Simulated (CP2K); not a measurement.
Two runs for the C K edge of hexafluoroethane. Run A: CP2K XAS_TDP, all-electron GAPW, PBEh(45%), aug-cc-pVDZ, TDA, no relativity. Run B differs in one setting.

First lines with a strength over 0.0015. A:

```tsv
atom	energy (eV)	states	strength, one atom
C2 (bonded to C and 3 F), 2 alike	290.18	1	0.0775
	290.36	1	0.0778
	292.09	1	0.0679
	293.50	1	0.0250
	293.98	1	0.0025
```

B:

```tsv
atom	energy (eV)	states	strength, one atom
C2 (bonded to C and 3 F), 2 alike	293.93	1	0.0928
	294.11	1	0.0935
	295.92	1	0.0919
	298.08	1	0.0102
	299.64	1	0.0046
```

Which was it: the functional, scalar relativity switched on, the basis, GW2X switched on?

The functional (functional from PBEh(45%) to PBEh(60%); the lines alone don't name the new value). A functional moves all lines by electronvolts and changes their spacings and strengths. Against PBEh(45%) in aug-cc-pVDZ, the leading line moves by +3.75 eV, to 293.93 eV; the strength of C2's goes from 0.0775 to 0.0928.

[Banner, clock and machine lines of the logs are left out without a mark of their own.]

[Logs are printed without paths, hosts, clocks, repeated set-up lines and the standing remarks that a program may print on its own settings, such as how far it seeks lower states.]

[Hosts, paths, dates, database ids (printed as entryN), source tags and the programs' standing remarks are cut or masked in the printed files.]
